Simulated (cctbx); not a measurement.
**Diagnosing a refinement**

Cell a = 4.8590 Å, b = 4.8590 Å, c = 3.3100 Å, α = 90.00°, β = 90.00°, γ = 120.00°; space group P-3m1 (no. 164).

Simulated single-crystal data (cctbx): Mo Kα, λ = 0.71073 Å, to d = 0.84 Å, 50 % of the full sphere, strongest reflection 70000 counts, noise from counting, a 3 % proportional error and a noise floor of 8 counts (s.d.); no absorption.

An anisotropic refinement with weights 1/σ² prints:

```text
Rint 0.014, 10 unique reflections to 1.66 A
cycle     R1     wR2    GooF  max shift (A)
   1  0.0172  0.0367   3.004   0.00337
   2  0.0041  0.0091   0.746   0.00000
final R1 0.0041 wR2 0.0091 GooF 0.746  parameters 5  data/parameter 2.0
atom        x        y        z      Ueq    occ   su(xyz)  su(Uiso or U11)
Hg1    0.66667  0.33333  0.57218   0.0168  1.000  0.00028  0.0014
Sc1    0.00000  0.00000  0.00000   0.0346  1.000  0.00000  0.0035
difference map: max 0.20 min -0.09 rms 0.06
Q1    0.0000  0.0000  0.5000    1    0.20  1.66 A from Sc1
Q2    0.0000  0.0000  0.0000    1    0.13  0.00 A from Sc1
Q3    0.3333  0.6667  0.7603    2    0.13  1.10 A from Hg1
```

Q: Accept it or mend it, and why?

Mend it. The fault: data cut at low resolution. Against the right model at the same level, R1 goes from 0.0075 to 0.0041 and GooF from 0.99 to 0.75. The atoms are right, but there are too few data for the parameters: R1 flatters and the s.u.s grow. Data per parameter fall from 11 to 2.

The compound is ScHg2. The right model at the same level gives:

```text
Rint 0.018, 55 unique reflections to 0.84 A
cycle     R1     wR2    GooF  max shift (A)
   1  0.0425  0.1217   7.208   0.00109
   2  0.0075  0.0168   0.994   0.00000
final R1 0.0075 wR2 0.0168 GooF 0.994  parameters 5  data/parameter 11.0
atom        x        y        z      Ueq    occ   su(xyz)  su(Uiso or U11)
Hg1    0.66667  0.33333  0.57287   0.0190  1.000  0.00008  0.0002
Sc1    0.00000  0.00000  0.00000   0.0315  1.000  0.00000  0.0008
difference map: max 0.69 min -0.45 rms 0.16
Q1    0.0000  0.0000  0.5000    1    0.69  1.66 A from Sc1
Q2    0.2531  0.5062  0.7088    6    0.49  1.15 A from Hg1
Q3    0.1343  0.2687  0.5091    6    0.34  1.70 A from Hg1
Q4    0.3333  0.6667  0.5033    2    0.33  0.25 A from Hg1
Q5    0.0000  0.5000  0.0000    3    0.32  1.99 A from Hg1
Q6    0.1912  0.5956  0.1876    6    0.32  0.99 A from Hg1
```

The model is made up (kin elements in a known structure type, no relaxation), so it says nothing on whether the phase exists.

[Middle refinement cycles are left out of these outputs.]

[Logs are printed without paths, hosts, clocks, repeated set-up lines and the standing remarks that a program may print on its own settings, such as how far it seeks lower states.]
